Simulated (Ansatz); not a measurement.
# KF (Carobbiite, Fm-3m): phonons and vibrational spectra, part 2 of 3

How does KF (Carobbiite, Fm-3m) vibrate, and is this structure a minimum?

Ansatz 0.2.0; DFT LDA, scalar-relativistic, plane waves, PAW; PAW set soft_1.

So far. Step 4 (Relaxing to small forces for the phonons): The forces vanish by symmetry and the pressure is 0.001 GPa, within the tolerances set. The cell now holds 17.19 Å³/atom. The relaxed cell has a = 5.162 Å (conventional setting).

### Step 5. Modes at Γ

The zone centre comes first: it holds the modes that light can see, as far as symmetry allows. The response to a homogeneous field gives the Born charges and the dielectric tensor, and its change with displacement the Raman tensors.

Input file input.yaml:

```yaml
crystal:
  lattice:
    - [0.0, 2.5810340228, 2.5810340228]
    - [2.5810340228, 0.0, 2.5810340228]
    - [2.5810340228, 2.5810340228, 0.0]
  atoms:
    - { symbol: K, position: [0.0, 0.0, 0.0] }
    - { symbol: F, position: [0.5, 0.5, 0.5] }
kpoints:
  mp_grid: { grid: [8, 8, 8] }
hamiltonian:
  xc: lda
  pseudopotentials: { kind: paw, azcp: { folder: soft_1 }, xc_functional: pbe }
scf:
  occupations: { method: fixed }
output:
  eigenvalues: true
phonons:
  method: dfpt
  dielectric: true
  rigid_motions: translations
  raman: true
```

The run is started by

```
ansatz run input.yaml --threads 4 --pin off --max-ram 10240MiB --backend cpu --events-out ev --progress --plain --runs-dir out
```

Numbers of over 12 decimals in the logs are rounded to 6 here.

The program printed:

```text
[...]
Crystal: 2 atoms, lattice volume = 34.388 Å³
Basis set: ecut = 420 eV, 645 PW (Γ), exchange–correlation on 50×50×50 points (8 copies of the dense FFT grid, shifted against one another)
Bands: 12, of which v1, the nominal top of the filled ones, is band 8 counted from 1 (7 counted from 0)
Symmetry: 48 space group operations
k-points: 59 of 512 (irreducible under 8 space group operations, time reversal used)
[...]
SCF iter   1: F=—  HF=-2296.118922 eV  |F-HF|=—  |Δ(HF+E_count)|=         —  Δρ=2.17e-1  dr2=1.37e1  ethr=3.10e-3  ⟨swp⟩=4.7  Hψ=3971  notcnv=0  defer=70
[...]
SCF iter  10: F=-2292.782111 eV  HF=-2292.782111 eV  |F-HF|=1.82e-12  |Δ(HF+E_count)|=  3.80e-10  Δρ=5.87e-8  dr2=1.27e-12  ethr=1.00e-12  ⟨swp⟩=7.1  Hψ=4152  notcnv=0
SCF 1 converged in 10 iterations: F = -2292.782111 eV  dr2 = 1.27e-12
[...]
DFPT response loops at Γ: preconditioner auto → none (the input reference at scf.mixing.eps_inf says where Resta's filter doesn't serve); β = 0.50; Broyden in place of MSR1
── the response to a field inside a basis, on 8×8×8 k-points: an SCF that follows is theirs, and a resumed run solves both again ──
Bands: 9, of which v1, the nominal top of the filled ones, is band 8 counted from 1 (7 counted from 0)
k-points: 60 of 512 (irreducible under 12 space group operations)
[...]
Eigensolver: Dense (60 Hₖ)
SCF iter   1: F=—  HF=-2292.783659 eV  |F-HF|=—  |Δ(HF+E_count)|=         —  Δρ=6.92e-4  dr2=2.39e-5  ethr=1.00e-1
[...]
SCF iter   6: F=-2292.783649 eV  HF=-2292.783649 eV  |F-HF|=0.00e0  |Δ(HF+E_count)|=  4.27e-11  Δρ=8.08e-8  dr2=9.63e-13  ethr=3.74e-12
SCF 1 converged in 6 iterations: F = -2292.783649 eV  dr2 = 9.63e-13
[...]
SCF converged after 10 iterations
Free energy (F): -2292.782111 eV
[...]
Internal energy: -2292.782111 eV  (E = F + TS)
E sigma→0 (E₀):  -2292.782111 eV
Fermi energy:    1.768265 eV
[...]
--- Band table (eV; the first three rows and the last of 59) ---
  k-point 0: bands = [... 4 lower, -6.9833, 1.7683, 1.7683, 1.7683, 8.1343, 12.5657, 12.5657, 12.5657]
  k-point 1: bands = [... 4 lower, -6.9899, 1.5938, 1.6967, 1.6967, 8.6161, 12.2776, 12.8030, 12.8030]
  k-point 2: bands = [... 4 lower, -7.0056, 1.2297, 1.5294, 1.5294, 9.7769, 11.9279, 13.4001, 13.4001]
  k-point 58: bands = [... 4 lower, -7.0876, 1.2537, 1.6507, 1.6507, 11.5638, 11.5638, 13.4317, 15.7531]
--- Phonons (Γ-DFPT): 2 representative perturbations + reference, on 59 of 512 k-points (Σ response iterations 6) ---
  k mesh reduced under 8 symmetry operations, with k and −k counted as one. Each operation leaves every solved perturbation unchanged. A smaller set is not considered because the run solves the response to a homogeneous field
  ASR residual: 4.529e-5 → 0.000e0 eV/Å²; symmetrization residual: 7.808e-7 eV/Å²
  ASR residual per site (eV/Å²): 1.74e-5 4.53e-5
  Γ frequencies (cm⁻¹): 0.00 0.00 0.00 210.68 210.68 210.68
  ε∞ (high-frequency dielectric tensor):
        2.097239     0.000000     0.000000
        0.000000     2.097239    -0.000000
        0.000000     0.000000     2.097239
  ε⁰ (static dielectric tensor: ions relaxed, cell fixed):
        5.429785     0.000000    -0.000000
        0.000000     5.429785    -0.000000
       -0.000000     0.000000     5.429785
  ε⁰ − ε∞ (ionic part):
        3.332546     0.000000    -0.000000
        0.000000     3.332546     0.000000
       -0.000000     0.000000     3.332546
  softest optical mode at Γ: 210.68 cm⁻¹; the repairs (sum rule, projections) moved no ω² at Γ by more than (0.85 cm⁻¹)²
  Born effective charges Z* (e; rows j = field, columns β = displacement):
    site 0:
         1.14966    0.00000   -0.00000
         0.00000    1.14966    0.00000
         0.00000   -0.00000    1.14966
    site 1:
        -1.14966   -0.00000    0.00000
         0.00000   -1.14966   -0.00000
         0.00000    0.00000   -1.14966
  Z* charge neutrality: 1.252e-6 e pre-enforcement
  k-mesh period / interband length: 29.2 Å / 0.88 Å = 33.32 at k = (0.0000, 0.0000, 0.0000), direct gap 6.366 eV — 14 or more, which is no proof of convergence
  Raman tensors (in the event stream and the table raman_tensors.tsv): an entry may err by 6.8e-5 Å², one of the second-order susceptibility by 1.5e-20 pm/V (basis, points and sum rule); their sum over the sites missed zero by 1.610e-22 Å² ahead of its enforcement
  optical modes at Γ without the LO–TO term, one row a degenerate level:
      ω (cm⁻¹)  modes    IR ((D/Å)²/amu)  static Raman (Å⁴/amu)  depolarisation
        210.68      3             7.1548                 0.0000               —
  optical modes at Γ + LO–TO along q̂ = [1.0000, 0.0000, 0.0000]:
      ω (cm⁻¹)  modes    IR ((D/Å)²/amu)  static Raman (Å⁴/amu)  depolarisation
        210.68      2             4.7698                 0.0000               —
        338.99      1             2.3849                 0.0000               —
  optical modes at Γ + LO–TO along q̂ = [0.0000, 1.0000, 0.0000]:
      ω (cm⁻¹)  modes    IR ((D/Å)²/amu)  static Raman (Å⁴/amu)  depolarisation
        210.68      2             4.7698                 0.0000               —
        338.99      1             2.3849                 0.0000               —
  optical modes at Γ + LO–TO along q̂ = [0.0000, 0.0000, 1.0000]:
      ω (cm⁻¹)  modes    IR ((D/Å)²/amu)  static Raman (Å⁴/amu)  depolarisation
        210.68      2             4.7698                 0.0000               —
        338.99      1             2.3849                 0.0000               —
```

It took 23 s on 4 threads of Arm Neoverse V2, shared host; peak memory 0.54 GiB; 89 s of CPU time.

In the SCF lines HF is the Harris–Foulkes energy and dr2 the Hartree energy of the density residual, in eV; the loop may stop once dr2 is under the threshold and the program's other checks hold. Hψ counts applications of the Hamiltonian.

Numbers from this step:

- sum-rule residual before enforcement: 4.53e-5 eV/Å²
- miss of the charge sum rule: 1.25e-6 e
- point group: m-3m
- highest optical mode at the zone centre (no LO-TO term): 210.7 cm⁻¹
- lowest optical zone-centre mode: 210.7 cm⁻¹
- mean high-frequency dielectric constant: 2.097
- largest Born charge (third of the trace): 1.150 e
- mean static dielectric constant: 5.430
- top of the zone-centre spectrum with the field: 339.0 cm⁻¹

Without the LO-TO term. Patterns of degenerate modes are one choice out of their space. Modes at Γ, with each element's share of the kinetic energy:

```csv
mode,frequency (cm⁻¹),symmetry,K %,F %
1,0.0,acoustic,67,33
2,0.0,acoustic,67,33
3,0.0,acoustic,67,33
4,210.7,T1u,33,67
5,210.7,T1u,33,67
6,210.7,T1u,33,67
```

Displacements in mode 6 (210.7 cm⁻¹), the largest set to 1:
```
K1   0.00  0.00 -0.49
F2   0.00  0.00  1.00
```

Optical modes at the zone centre, without and with the macroscopic field of the longitudinal modes; each column is sorted by frequency, so a row need not hold one and the same mode. Modes with and without the field, by row:

```csv
rank among optical modes,no field (cm⁻¹),"q along (1, 0, 0) (cm⁻¹)"
1,210.7,210.7
2,210.7,210.7
3,210.7,339
```

Born charge (rows field, columns displacement) (e), principal values of the symmetric part by kind of site:

```csv
atom,atoms with these values,low,middle,high,mean
K1,1,1.15,1.15,1.15,1.15
F2,1,-1.15,-1.15,-1.15,-1.15
```

In full for F2:

```
-1.15  0.00  0.00
 0.00 -1.15  0.00
 0.00  0.00 -1.15
```

High-frequency dielectric tensor:

```
2.10 0.00 0.00
0.00 2.10 0.00
0.00 0.00 2.10
```

Static dielectric tensor (ions relaxed, fixed cell):

```
5.43 0.00 0.00
0.00 5.43 0.00
0.00 0.00 5.43
```

Transverse modes. Lines of the infrared spectrum (strongest = 100):

```csv
position (cm⁻¹),label,relative intensity
211,T1u,100
```

Before it was imposed, the acoustic sum rule was missed by 4.5e-5 eV/Å² and the charge sum rule by 1.3e-6 e. Small misses are needed for a sound result but don't prove that mesh and cutoff are converged. The lowest optical mode is real, 211 cm⁻¹.

### Step 6. Phonons on a q mesh

Stability and thermal properties need the whole zone. Linear response on a 4×4×4 q mesh gives force constants as far as a supercell of that size would, and the tensors from the zone-centre run are typed in so that the long-range dipole term is interpolated apart.

input.yaml, the sections that differ from step 5:

```yaml
phonons:
  method: dfpt
  qmesh: [4, 4, 4]
  temperatures: { t_max: 1000, t_step: 50 }
  qpath:
    path:
      - [[0.0, 0.0, 0.0], [0.5, 0.0, 0.5], [0.625, 0.25, 0.625]]
      - [[0.375, 0.375, 0.75], [0.0, 0.0, 0.0], [0.5, 0.5, 0.5], [0.5, 0.25, 0.75], [0.5, 0.0, 0.5]]
    npoints: 10
  non_analytic_term:
    high_frequency_dielectric_tensor: [[2.0972, 0.0, 0.0], [0.0, 2.0972, 0.0], [0.0, 0.0, 2.0972]]
    born_effective_charges:
      - { species: K, tensor: [[1.1497, 0.0, 0.0], [0.0, 1.1497, 0.0], [0.0, 0.0, 1.1497]] }
      - { species: F, tensor: [[-1.1497, 0.0, 0.0], [0.0, -1.1497, 0.0], [0.0, 0.0, -1.1497]] }
    source: "zone-centre run at this cell"
# crystal, kpoints, hamiltonian, scf, output: as in step 5
```

The program printed:

```text
[...]
Crystal: 2 atoms, lattice volume = 34.388 Å³
Basis set: ecut = 420 eV, 645 PW (Γ), exchange–correlation on 50×50×50 points (8 copies of the dense FFT grid, shifted against one another)
Bands: 12, of which v1, the nominal top of the filled ones, is band 8 counted from 1 (7 counted from 0)
Symmetry: 48 space group operations
k-points: 29 of 512
[...]
SCF iter   1: F=—  HF=-2296.118837 eV  |F-HF|=—  |Δ(HF+E_count)|=         —  Δρ=2.17e-1  dr2=1.38e1  ethr=3.10e-3  ⟨swp⟩=4.7  Hψ=1957  notcnv=0  defer=35
[...]
SCF iter  10: F=-2292.782111 eV  HF=-2292.782111 eV  |F-HF|=1.36e-12  |Δ(HF+E_count)|=  3.78e-10  Δρ=5.55e-8  dr2=1.20e-12  ethr=1.00e-12  ⟨swp⟩=5.1  Hψ=2147  notcnv=0
SCF 1 converged in 10 iterations: F = -2292.782111 eV  dr2 = 1.20e-12
[...]
NSCF: frozen V_eff on 29 k-points
[...]
DFPT response loops at q = (0, 0, 0) (fractional): preconditioner auto → none (the input reference at scf.mixing.eps_inf says where Resta's filter doesn't serve); β = 0.50; Broyden in place of MSR1
[...]
SCF converged after 10 iterations
Free energy (F): -2292.782111 eV
[...]
Internal energy: -2292.782111 eV  (E = F + TS)
E sigma→0 (E₀):  -2292.782111 eV
Fermi energy:    1.768265 eV
[...]
--- Band table (eV; the first three rows and the last of 29) ---
  k-point 0: bands = [... 4 lower, -6.9833, 1.7683, 1.7683, 1.7683, 8.1343, 12.5657, 12.5657, 12.5657]
  k-point 1: bands = [... 4 lower, -6.9899, 1.5938, 1.6967, 1.6967, 8.6161, 12.2776, 12.8030, 12.8030]
  k-point 2: bands = [... 4 lower, -7.0056, 1.2297, 1.5294, 1.5294, 9.7769, 11.9279, 13.4001, 13.4001]
  k-point 28: bands = [... 4 lower, -7.0876, 1.2537, 1.6507, 1.6507, 11.5638, 11.5638, 13.4317, 15.7531]
--- Phonons (Γ-DFPT): 2 representative perturbations + reference (Σ response iterations 6) ---
  ASR residual: 4.455e-5 → 0.000e0 eV/Å²; symmetrization residual: 7.903e-7 eV/Å²
  ASR residual per site (eV/Å²): 1.68e-5 4.46e-5
  Γ frequencies (cm⁻¹): 0.00 0.00 0.00 210.68 210.68 210.68
--- Phonons (arbitrary-q DFPT): 8 irreducible q on the 4×4×4 mesh ---
  q = [0.0000, 0.0000, 0.0000] (star 1, of the zone-centre solve; hermiticity 7.57e-7, symmetrization 4.63e-13): -0.00 0.00 0.00 210.68 210.68 210.68
  q = [0.0000, 0.0000, 0.2500] (star 8, 2 solved perturbations on 288 of 512 k-point pairs; hermiticity 3.01e-7, symmetrization 2.12e-13): 86.17 86.17 127.30 204.53 204.53 317.90
[...]
q = [0.0000, 0.2500, 0.2500] (star 6, 4 solved perturbations in 528 linear systems a pass and spin channel, the states on 164 of 512 k-point pairs; hermiticity 3.07e-7, symmetrization 1.19e-13): 62.72 62.72 160.94 214.81 214.81 277.60
[...]
sum rule: each row above includes the acoustic sum rule's correction from the zone centre's row sums; it moved no ω² by more than (0.80 cm⁻¹)²
  mesh force constants: q→R imaginary residual 3.98e-18; ASR residual 4.455e-5 → 0.000e0 eV/Å²; symmetrization residual 3.553e-15 eV/Å²
  interpolated dispersion: 63 rows × 6 modes
  density of states and harmonic sums: on the 24×24×24 q-mesh, interpolated from the force constants of a 4×4×4 supercell (with the dipole–dipole term of supplied tensors)
  largest difference from the sums on the solved wave vectors: F 1.16e-2 eV, S 1.56e-5 and C_V 4.00e-6 eV/K
  zero-point energy: 0.066138 eV/cell   skipped modes (ω ≤ 0): 3   left out of the sums: 3.62e-5 of the cell's modes: C_V's classical limit lies that fraction below 3 k_B per atom; for a crystal, a wire or a layer, F and S can be off by more, and a phonons.interpolated_qmesh denser along its periods is the remedy for the sampling
```

It took 34 s on 4 threads; peak memory 0.77 GiB; 2.2 min of CPU time.

Numbers from this step:

```yaml
sum_rule_residual_before_enforcement: 4.46e-5 eV/Å²
lowest_frequency_on_the_path: 0 cm⁻¹
highest_frequency_on_the_path_or_at_a_solved_wavevector: 339 cm⁻¹
mean_frequency: 177.8 cm⁻¹
debye_temperature_second_moment: 349 K
logarithmic_mean_frequency: 166.1 cm⁻¹
lowest_mode_on_the_q_mesh_acoustic_modes_at_gamma_apart: 62.72 cm⁻¹
zero_point_energy_per_atom: 33.07 meV
heat_capacity_at_300_k: 23.35 J/(mol atoms K)
vibrational_entropy_at_300_k: 31.44 J/(mol atoms K)
```

Frequencies (cm⁻¹) solved at each irreducible wavevector; negative means imaginary. Frequencies by wavevector, by row:

```csv
q in reciprocal lattice units,star,mode 1,mode 2,mode 3,mode 4,mode 5,mode 6
0 0 0,1,0,0,0,210.7,210.7,210.7
0 0 0.25,8,86.2,86.2,127.3,204.5,204.5,317.9
0 0 -0.5,4,129.1,129.1,193.4,193.4,210.1,275.1
0 0.25 0.25,6,62.7,62.7,160.9,214.8,214.8,277.6
0 0.25 -0.5,24,107.3,139.3,168.2,207.5,215.7,248.3
0 0.25 -0.25,12,106.2,129,179.1,192.6,219.6,267.7
0 -0.5 -0.5,3,87.1,87.1,170,217.9,217.9,227.9
0.25 -0.5 -0.25,6,135.7,135.7,151.6,214.7,223.4,223.4
```

(Continued in part 3 of 3.)

[Logs are printed without paths, hosts, clocks, repeated set-up lines and the standing remarks that a program may print on its own settings, such as how far it seeks lower states.]

[Hosts, paths, dates, database ids (printed as entryN), source tags and the programs' standing remarks are cut or masked in the printed files.]
